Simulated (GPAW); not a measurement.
## 1T-VBrI monolayer in an electric field

Aim: the dipole that a field along the normal induces in 1T-VBrI monolayer.

Method: GPAW, PAW setups; layer in a repeated cell with vacuum, relaxation of atoms and in-plane cell, in the first sound run; inputs show where later runs differ, in GPAW 26.7.0.

Most raw output is cut from this account.

## (1) The structure

The cell holds 3 atoms: 1 I, 1 V and 1 Br. Its edges and angles: a = 3.908 Å, b = 3.908 Å, c = 21.198 Å, α = 90.0°, β = 90.0°, γ = 120.0°. Vacuum lies along c.

## (2) Relaxing the atoms

The atoms are relaxed first, since the surface dipole, and with it the work function, follows the positions of the outer layers.

run.py

```python
import json
import numpy as np
from ase import Atoms
from ase.filters import FrechetCellFilter
from ase.optimize import BFGS
from gpaw import GPAW, PW

slab = Atoms(
    ['I', 'V', 'Br'],
    positions=[
        [1.95383, 1.12805, 9.00000],
        [0.00000, 0.00000, 10.76343],
        [-0.00000, 2.25609, 12.19788]],
    cell=[[3.90767, 0.0, 0.0], [-1.95383, 3.38414, 0.0], [0.0, 0.0, 21.1979]],
    pbc=[True, True, True],
    magmoms=[0.0, 1.0, 0.0])

slab.calc = GPAW(mode=PW(600), xc='PBE', kpts={'size': (9, 9, 1), 'gamma': True},
                 occupations={'name': 'fermi-dirac', 'width': 0.05}, nbands='160%',
                 convergence={'density': 1e-05}, maxiter=200,
                 symmetry={'tolerance': 1e-3}, txt='slab.txt')
result = {}
# The in-plane cell is free; stress needs a cell that repeats along all three vectors
path = []
opt = BFGS(FrechetCellFilter(slab, mask=[1, 1, 0, 0, 0, 1]), maxstep=0.2)
opt.attach(lambda: path.append((slab.get_potential_energy(), slab.positions.tolist(), slab.get_forces().tolist())))
result['relaxed'] = bool(opt.run(fmax=0.02, steps=45))
result['path'] = path
result['cell'] = slab.cell.tolist()
print('in-plane lattice', slab.cell.cellpar().round(4)[[0, 1, 5]])
energy = slab.get_potential_energy()
fermi = slab.calc.get_fermi_level()
v = slab.calc.get_electrostatic_potential().mean((0, 1)) - fermi
n = slab.calc.get_pseudo_density().mean((0, 1))
L = slab.cell[2, 2]
z = np.arange(len(v)) * L / len(v)
low, high = slab.positions[:, 2].min(), slab.positions[:, 2].max()
below, above = np.interp([low - 6.8, high + 6.8], z, v)
slopes = [np.interp(x, z, np.gradient(v, z)) for x in (low - 6.8, high + 6.8)]
eps = np.array([[slab.calc.get_eigenvalues(k, s) for k in range(len(slab.calc.get_ibz_k_points()))]
                for s in range(slab.calc.get_number_of_spins())]) - fermi
top, bottom = eps[eps < 0].max(), eps[eps > 0].min()
dipole = slab.get_dipole_moment()[2]
print(f'energy {energy:.4f} eV, Fermi level {fermi:.4f} eV, dipole {dipole:.5f} e A')
print(f'potential 6.8 A off the faces, from the Fermi level: lower {below:.4f} eV, upper {above:.4f} eV')
print(f'slope of the potential there: lower {slopes[0]:.5f}, upper {slopes[1]:.5f} eV/A')
print(f'nearest levels on the mesh: {top:.4f} and {bottom:.4f} eV')
print('magnetic moment', round(slab.get_magnetic_moment(), 3))
result.update(energy=energy, fermi=fermi, dipole=dipole, below=below, above=above, slopes=slopes, edges=[top, bottom],
              z=z.tolist(), v=v.tolist(), n=n.tolist(), positions=slab.positions.tolist(),
              forces=slab.get_forces(apply_constraint=False).tolist(), moments=slab.get_magnetic_moments().tolist())
json.dump(result, open('result.json', 'w'))
```

Command:

```console
> OMP_NUM_THREADS=1 OPENBLAS_NUM_THREADS=1 python run.py
```

The job ended after 9.9 min (1 thread of Arm Neoverse V1, shared host; peak memory 0.56 GiB).

This step gave:

| Property | Result |
| --- | --- |
| dipole along the normal | -0.03654 e·Å |
| levels nearest the Fermi level on the mesh | -0.6396, 0.5882 eV from the Fermi level |
| site moments | -0.03949, 2.535, -0.02414 μB |
| sum of the site moments | 2.472 μB |

Electrostatic potential energy of an electron (without an applied field's), less the Fermi level, planar mean against z:

z (Å), electrostatic potential energy of an electron (without an applied field's), less the Fermi level, planar mean (eV) and a bar from the least value:
```
        0        3.9 ##############################
        1        3.9 ##############################
        2        3.9 ##############################
        3        3.9 ##############################
        4        3.9 ##############################
        5        3.8 ##############################
        6        3.8 ##############################
        7        3.7 #############################
        8        1.6 ##########################
        9      -16.6 
       10       -4.3 ##################
       11       -7.5 #############
       12      -11.8 #######
       13        1.6 ##########################
       14        4.0 ##############################
       15        4.1 ##############################
       16        4.1 ##############################
       17        4.0 ##############################
       18        4.0 ##############################
       19        4.0 ##############################
       20        4.0 ##############################
       21        4.0 ##############################
```

Pseudo valence density, planar mean against z:

| z (Å) | pseudo valence density, planar mean (e/Å³) |
| --- | --- |
| 5.5 | 6.6e-5 |
| 6.0 | 2.8e-4 |
| 6.5 | 0.00125 |
| 7.0 | 0.00562 |
| 7.5 | 0.0250 |
| 8.0 | 0.0994 |
| 8.5 | 0.260 |
| 9.0 | 0.156 |
| 9.5 | 0.303 |
| 10.0 | 0.304 |
| 10.5 | 0.838 |
| 11.0 | 0.802 |
| 11.5 | 0.346 |
| 12.0 | 0.307 |
| 12.5 | 0.291 |
| 13.0 | 0.134 |
| 13.5 | 0.0306 |
| 14.0 | 0.00615 |
| 14.5 | 0.00124 |
| 15.0 | 2.6e-4 |
| 15.5 | 5.8e-5 |

Site moment by atom:

| atom | site moment (μB) |
| --- | --- |
| I1 | -0.04 |
| V2 | 2.54 |
| Br3 | -0.02 |

The relaxation lowered the energy of the cell by 0.0386 eV (energies extrapolated to zero smearing; the optimiser's log prints free energies). The largest force left on a free atom is 0.0045 eV/Å.

## (3) The slab's potential

With the geometry fixed, the planar mean of the potential gives the vacuum level on each side.

This step: GPAW, PAW setups; slab in vacuum (GPAW 26.7.0).

The cell differs from the one that the last finished run ended in (c 21.198 → 21.016 Å).

Changes to run.py since step 2:

```diff
@@ -3,4 +3,2 @@
 from ase import Atoms
-from ase.filters import FrechetCellFilter
-from ase.optimize import BFGS
 from gpaw import GPAW, PW
@@ -10,22 +8,15 @@
     positions=[
-        [1.95383, 1.12805, 9.00000],
-        [0.00000, 0.00000, 10.76343],
-        [-0.00000, 2.25609, 12.19788]],
-    cell=[[3.90767, 0.0, 0.0], [-1.95383, 3.38414, 0.0], [0.0, 0.0, 21.1979]],
-    pbc=[True, True, True],
+        [1.99388, 1.15117, 9.00000],
+        [-0.00000, -0.00000, 10.62853],
+        [-0.00000, 2.30234, 12.01604]],
+    cell=[[3.98777, -0.0, 0.0], [-1.99388, 3.45351, 0.0], [0.0, 0.0, 21.016]],
+    pbc=[True, True, False],
     magmoms=[0.0, 1.0, 0.0])
 
-slab.calc = GPAW(mode=PW(600), xc='PBE', kpts={'size': (9, 9, 1), 'gamma': True},
+slab.calc = GPAW(mode=PW(400), xc='PBE', kpts={'size': (9, 9, 1), 'gamma': True},
                  occupations={'name': 'fermi-dirac', 'width': 0.05}, nbands='160%',
                  convergence={'density': 1e-05}, maxiter=200,
+                 poissonsolver={'dipolelayer': 'xy'},
                  symmetry={'tolerance': 1e-3}, txt='slab.txt')
 result = {}
-# The in-plane cell is free; stress needs a cell that repeats along all three vectors
-path = []
-opt = BFGS(FrechetCellFilter(slab, mask=[1, 1, 0, 0, 0, 1]), maxstep=0.2)
-opt.attach(lambda: path.append((slab.get_potential_energy(), slab.positions.tolist(), slab.get_forces().tolist())))
-result['relaxed'] = bool(opt.run(fmax=0.02, steps=45))
-result['path'] = path
-result['cell'] = slab.cell.tolist()
-print('in-plane lattice', slab.cell.cellpar().round(4)[[0, 1, 5]])
 energy = slab.get_potential_energy()
```

The job ended after 69 s (1 thread; peak memory 0.29 GiB).

This step gave:

```yaml
dipole_along_the_normal: -0.02821 e·Å
levels_nearest_the_fermi_level_on_the_mesh: -0.6393, 0.5879 eV from the Fermi level
upper_work_function: 4.135 eV
lower_work_function: 3.763 eV
site_moments: -0.03945, 2.533, -0.02427 μB
upper_ionisation_energy: 4.775 eV
sum_of_the_site_moments: 2.470 μB
```

The electrostatic potential energy of an electron (without an applied field's), less the Fermi level, planar mean by z:

| z (Å) | electrostatic potential energy of an electron (without an applied field's), less the Fermi level, planar mean (eV) |
| --- | --- |
| 0 | 3.95 |
| 1 | 3.76 |
| 2 | 3.76 |
| 3 | 3.76 |
| 4 | 3.76 |
| 5 | 3.76 |
| 6 | 3.75 |
| 7 | 3.61 |
| 8 | 0.783 |
| 9 | -17.4 |
| 10 | -4.43 |
| 11 | -6.52 |
| 12 | -12.2 |
| 13 | 2.28 |
| 14 | 4.06 |
| 15 | 4.13 |
| 16 | 4.13 |
| 17 | 4.14 |
| 18 | 4.14 |
| 19 | 4.14 |
| 20 | 4.14 |

Pseudo valence density, planar mean against z:

z (Å), pseudo valence density, planar mean (e/Å³) and a bar:
```
      5.5       0.00 
      6.0       0.00 
      6.5       0.00 
      7.0       0.01 
      7.5       0.03 #
      8.0       0.13 ####
      8.5       0.27 ########
      9.0       0.14 ####
      9.5       0.32 #########
     10.0       0.33 ##########
     10.5       1.04 ##############################
     11.0       0.62 ##################
     11.5       0.35 ##########
     12.0       0.29 ########
     12.5       0.27 ########
     13.0       0.10 ###
     13.5       0.02 #
     14.0       0.00 
     14.5       0.00 
     15.0       0.00 
     15.5       0.00
```

The layer is gapped, so the Fermi level lies somewhere inside the gap, set by smearing and numerics, and these work functions are no property of the material; the band edges below the vacuum level are. The potential is flat to 2.3e-5 eV/Å where it is read, so the vacuum is wide enough.

## (4) Field on

A uniform field along the normal polarises the slab; the atoms stay fixed, so this is the electronic response alone.

Changes to run.py since step 3:

```diff
@@ -4,2 +4,3 @@
 from gpaw import GPAW, PW
+from gpaw.external import ConstantElectricField
 
@@ -19,2 +20,3 @@
                  poissonsolver={'dipolelayer': 'xy'},
+                 external=ConstantElectricField(-0.2, [0, 0, 1]),
                  symmetry={'tolerance': 1e-3}, txt='slab.txt')
```

Elapsed: 4 min, on 1 thread; peak memory 0.43 GiB.

Numbers from this step:

```
dipole along the normal                                         : -0.1017 e·Å
levels nearest the Fermi level on the mesh                      : -0.6395, 0.5861 eV from the Fermi level
site moments                                                    : -0.04046, 2.534, -0.02357 μB
potential below the slab, the applied field's own ramp left out : 3.253 eV from the Fermi level
potential above the slab, the applied field's own ramp left out : 4.589 eV from the Fermi level
```

Electrostatic potential energy of an electron (without an applied field's), less the Fermi level, planar mean against z:

| z (Å) | electrostatic potential energy of an electron (without an applied field's), less the Fermi level, planar mean (eV) |
| --- | --- |
| 0.0 | 3.92 |
| 0.5 | 3.25 |
| 1.0 | 3.25 |
| 1.5 | 3.25 |
| 2.0 | 3.25 |
| 2.5 | 3.25 |
| 3.0 | 3.25 |
| 3.5 | 3.25 |
| 4.0 | 3.25 |
| 4.5 | 3.25 |
| 5.0 | 3.25 |
| 5.5 | 3.25 |
| 6.0 | 3.25 |
| 6.5 | 3.22 |
| 7.0 | 3.11 |
| 7.5 | 2.60 |
| 8.0 | 0.352 |
| 8.5 | -7.75 |
| 9.0 | -17.6 |
| 9.5 | -9.00 |
| 10.0 | -4.52 |
| 10.5 | -8.57 |
| 11.0 | -6.44 |
| 11.5 | -6.14 |
| 12.0 | -11.9 |
| 12.5 | -3.62 |
| 13.0 | 2.68 |
| 13.5 | 4.19 |
| 14.0 | 4.50 |
| 14.5 | 4.57 |
| 15.0 | 4.58 |
| 15.5 | 4.59 |
| 16.0 | 4.59 |
| 16.5 | 4.59 |
| 17.0 | 4.59 |
| 17.5 | 4.59 |
| 18.0 | 4.59 |
| 18.5 | 4.59 |
| 19.0 | 4.59 |
| 19.5 | 4.59 |
| 20.0 | 4.59 |
| 20.5 | 4.59 |

The dipole is now -0.102 e Å, against -0.028 in the run without a field.

## (5) Field on

Changes to run.py since step 4:

```diff
@@ -20,3 +20,3 @@
                  poissonsolver={'dipolelayer': 'xy'},
-                 external=ConstantElectricField(-0.2, [0, 0, 1]),
+                 external=ConstantElectricField(-0.1, [0, 0, 1]),
                  symmetry={'tolerance': 1e-3}, txt='slab.txt')
```

Wall time 4 min (1 thread); peak memory 0.43 GiB.

This step gave:

```yaml
dipole_along_the_normal: -0.06501 e·Å
levels_nearest_the_fermi_level_on_the_mesh: -0.6391, 0.5866 eV from the Fermi level
site_moments: -0.03995, 2.533, -0.02391 μB
potential_below_the_slab_the_applied_field_s_own_ramp_left_out: 3.507 eV from the Fermi level
potential_above_the_slab_the_applied_field_s_own_ramp_left_out: 4.362 eV from the Fermi level
```

Electrostatic potential energy of an electron (without an applied field's), less the Fermi level, planar mean against z:

| z (Å) | electrostatic potential energy of an electron (without an applied field's), less the Fermi level, planar mean (eV) |
| --- | --- |
| 0 | 3.93 |
| 1 | 3.51 |
| 2 | 3.51 |
| 3 | 3.51 |
| 4 | 3.51 |
| 5 | 3.51 |
| 6 | 3.50 |
| 7 | 3.36 |
| 8 | 0.567 |
| 9 | -17.5 |
| 10 | -4.48 |
| 11 | -6.48 |
| 12 | -12.1 |
| 13 | 2.48 |
| 14 | 4.28 |
| 15 | 4.36 |
| 16 | 4.36 |
| 17 | 4.36 |
| 18 | 4.36 |
| 19 | 4.36 |
| 20 | 4.36 |

The dipole is now -0.0650 e Å, against -0.028 in the run without a field.

## (6) Field on

Changes to run.py since step 5:

```diff
@@ -20,3 +20,3 @@
                  poissonsolver={'dipolelayer': 'xy'},
-                 external=ConstantElectricField(-0.1, [0, 0, 1]),
+                 external=ConstantElectricField(-0.05, [0, 0, 1]),
                  symmetry={'tolerance': 1e-3}, txt='slab.txt')
```

The job ended after 4 min (1 thread; peak memory 0.43 GiB).

Electrostatic potential energy of an electron (without an applied field's), less the Fermi level, planar mean against z:

| z (Å) | electrostatic potential energy of an electron (without an applied field's), less the Fermi level, planar mean (eV) |
| --- | --- |
| 0.0 | 3.94 |
| 0.5 | 3.64 |
| 1.0 | 3.64 |
| 1.5 | 3.64 |
| 2.0 | 3.64 |
| 2.5 | 3.64 |
| 3.0 | 3.64 |
| 3.5 | 3.64 |
| 4.0 | 3.63 |
| 4.5 | 3.63 |
| 5.0 | 3.63 |
| 5.5 | 3.63 |
| 6.0 | 3.63 |
| 6.5 | 3.60 |
| 7.0 | 3.48 |
| 7.5 | 2.96 |
| 8.0 | 0.675 |
| 8.5 | -7.48 |
| 9.0 | -17.4 |
| 9.5 | -8.86 |
| 10.0 | -4.46 |
| 10.5 | -8.57 |
| 11.0 | -6.50 |
| 11.5 | -6.27 |
| 12.0 | -12.1 |
| 12.5 | -3.87 |
| 13.0 | 2.38 |
| 13.5 | 3.86 |
| 14.0 | 4.17 |
| 14.5 | 4.23 |
| 15.0 | 4.24 |
| 15.5 | 4.25 |
| 16.0 | 4.25 |
| 16.5 | 4.25 |
| 17.0 | 4.25 |
| 17.5 | 4.25 |
| 18.0 | 4.25 |
| 18.5 | 4.25 |
| 19.0 | 4.25 |
| 19.5 | 4.25 |
| 20.0 | 4.25 |
| 20.5 | 4.25 |

## (7) Field on

Changes to run.py since step 6:

```diff
@@ -20,3 +20,3 @@
                  poissonsolver={'dipolelayer': 'xy'},
-                 external=ConstantElectricField(-0.05, [0, 0, 1]),
+                 external=ConstantElectricField(0.05, [0, 0, 1]),
                  symmetry={'tolerance': 1e-3}, txt='slab.txt')
```

Wall time 4 min (1 thread); peak memory 0.43 GiB.

## (8) Field on

Changes to run.py since step 7:

```diff
@@ -20,3 +20,3 @@
                  poissonsolver={'dipolelayer': 'xy'},
-                 external=ConstantElectricField(0.05, [0, 0, 1]),
+                 external=ConstantElectricField(0.1, [0, 0, 1]),
                  symmetry={'tolerance': 1e-3}, txt='slab.txt')
```

It took 4 min on 1 thread; peak memory 0.43 GiB.

The dipole is now 0.00840 e Å, against -0.028 in the run without a field.

## (9) In a field

Changes to run.py since step 8:

```diff
@@ -20,3 +20,3 @@
                  poissonsolver={'dipolelayer': 'xy'},
-                 external=ConstantElectricField(0.1, [0, 0, 1]),
+                 external=ConstantElectricField(0.2, [0, 0, 1]),
                  symmetry={'tolerance': 1e-3}, txt='slab.txt')
```

Wall time 4.2 min (1 thread); peak memory 0.43 GiB.

The dipole is now 0.0452 e Å, against -0.028 in the run without a field.

## (10) Field on

Changes to run.py since step 9:

```diff
@@ -20,3 +20,3 @@
                  poissonsolver={'dipolelayer': 'xy'},
-                 external=ConstantElectricField(0.2, [0, 0, 1]),
+                 external=ConstantElectricField(0.3, [0, 0, 1]),
                  symmetry={'tolerance': 1e-3}, txt='slab.txt')
```

Run time: 4.2 min. Hardware: 1 thread; peak memory 0.43 GiB.

Table of electrostatic potential energy of an electron (without an applied field's), less the Fermi level, planar mean by z:

| z (Å) | electrostatic potential energy of an electron (without an applied field's), less the Fermi level, planar mean (eV) |
| --- | --- |
| 0.0 | 4.00 |
| 0.5 | 4.54 |
| 1.0 | 4.54 |
| 1.5 | 4.54 |
| 2.0 | 4.54 |
| 2.5 | 4.54 |
| 3.0 | 4.54 |
| 3.5 | 4.54 |
| 4.0 | 4.54 |
| 4.5 | 4.54 |
| 5.0 | 4.54 |
| 5.5 | 4.54 |
| 6.0 | 4.53 |
| 6.5 | 4.50 |
| 7.0 | 4.36 |
| 7.5 | 3.80 |
| 8.0 | 1.43 |
| 8.5 | -6.85 |
| 9.0 | -17.0 |
| 9.5 | -8.56 |
| 10.0 | -4.31 |
| 10.5 | -8.57 |
| 11.0 | -6.64 |
| 11.5 | -6.56 |
| 12.0 | -12.6 |
| 12.5 | -4.46 |
| 13.0 | 1.68 |
| 13.5 | 3.11 |
| 14.0 | 3.39 |
| 14.5 | 3.45 |
| 15.0 | 3.46 |
| 15.5 | 3.46 |
| 16.0 | 3.46 |
| 16.5 | 3.46 |
| 17.0 | 3.46 |
| 17.5 | 3.46 |
| 18.0 | 3.46 |
| 18.5 | 3.46 |
| 19.0 | 3.46 |
| 19.5 | 3.46 |
| 20.0 | 3.46 |
| 20.5 | 3.46 |

The dipole is now 0.0820 e Å, against -0.028 in the run without a field.

## (11) The series

The members are put on one axis.

This step: induced dipole against applied field (GPAW 26.7.0).

The dipole along the normal by field:

| field (V/Å) | dipole along the normal (e·Å) |
| --- | --- |
| -0.200 | -0.102 |
| -0.100 | -0.0650 |
| -0.050 | -0.0467 |
| 0.000 | -0.0282 |
| 0.050 | -0.00996 |
| 0.100 | 0.00840 |
| 0.200 | 0.0452 |
| 0.300 | 0.0820 |

## (12) A changed run

One more run, with changed settings.

This step: GPAW, PAW setups; slab in vacuum (GPAW 26.7.0).

Changes to run.py since step 10:

```diff
@@ -4,3 +4,2 @@
 from gpaw import GPAW, PW
-from gpaw.external import ConstantElectricField
 
@@ -13,3 +12,3 @@
     cell=[[3.98777, -0.0, 0.0], [-1.99388, 3.45351, 0.0], [0.0, 0.0, 21.016]],
-    pbc=[True, True, False],
+    pbc=[True, True, True],
     magmoms=[0.0, 1.0, 0.0])
@@ -18,5 +17,4 @@
                  occupations={'name': 'fermi-dirac', 'width': 0.05}, nbands='160%',
-                 convergence={'density': 1e-05}, maxiter=200,
+                 convergence={'density': 1e-05}, maxiter=50,
                  poissonsolver={'dipolelayer': 'xy'},
-                 external=ConstantElectricField(0.3, [0, 0, 1]),
                  symmetry={'tolerance': 1e-3}, txt='slab.txt')
```

Wall time 1.1 s (1 thread); peak memory 0.15 GiB.

The input was rejected at the start.

The fault put into the input: a dipole layer in a cell that repeats along the normal (pbc_z = true).

## (13) What came out

```json
{
 "work function, upper and lower face (Fermi level placed in the gap by the smearing)": "4.135 and 3.763 eV",
 "ionisation energy from the upper face (highest filled level on the mesh)": "4.77 eV",
 "electron affinity from the upper face (lowest empty Kohn-Sham level on the mesh)": "3.55 eV",
 "dipole along the normal": "-0.0282 e Å",
 "induced dipole per field": "0.367 e Å per V/Å",
 "out-of-plane polarisability per area, α/(ε0 A)": "4.83 Å"
}
```

**Reading.** The field induces 0.367 e Å per V/Å, a polarisable thickness α/(ε0 A) of 4.83 Å beside 3.02 Å between the outermost nuclei. A perfect conductor would give the distance between its two image planes; a dielectric of thickness t gives t(1 - 1/ε). The two faces differ by 0.37 eV, the step that the slab's dipole makes (e p/(ε0 A) gives 0.37 eV), so the dipole layer is needed. The levels nearest the Fermi level on the mesh lie 1.23 eV apart, so the slab is gapped there: the smearing puts the Fermi level inside the gap, and from either face the ionisation energy is the work function plus 0.64 eV. Both are Kohn-Sham levels on the mesh, and semilocal gaps are too small, so the affinity tends to come out too large and the ionisation energy too small. The induced dipole is linear in the field over this range. With elements this heavy, spin-orbit coupling can move band edges by tenths of an eV. The relaxation of atoms and cell ran in a fully periodic cell without the dipole layer, so the atoms of this polar layer felt a small spurious field. One magnetic start was tried; another order may lie lower. The layer's cell and atoms come from the relaxation; spin-orbit coupling and temperature are left out.

[Logs are printed without paths, hosts, clocks, repeated set-up lines and the standing remarks that a program may print on its own settings, such as how far it seeks lower states.]

[Hosts, paths, dates, database ids (printed as entryN), source tags and the programs' standing remarks are cut or masked in the printed files.]
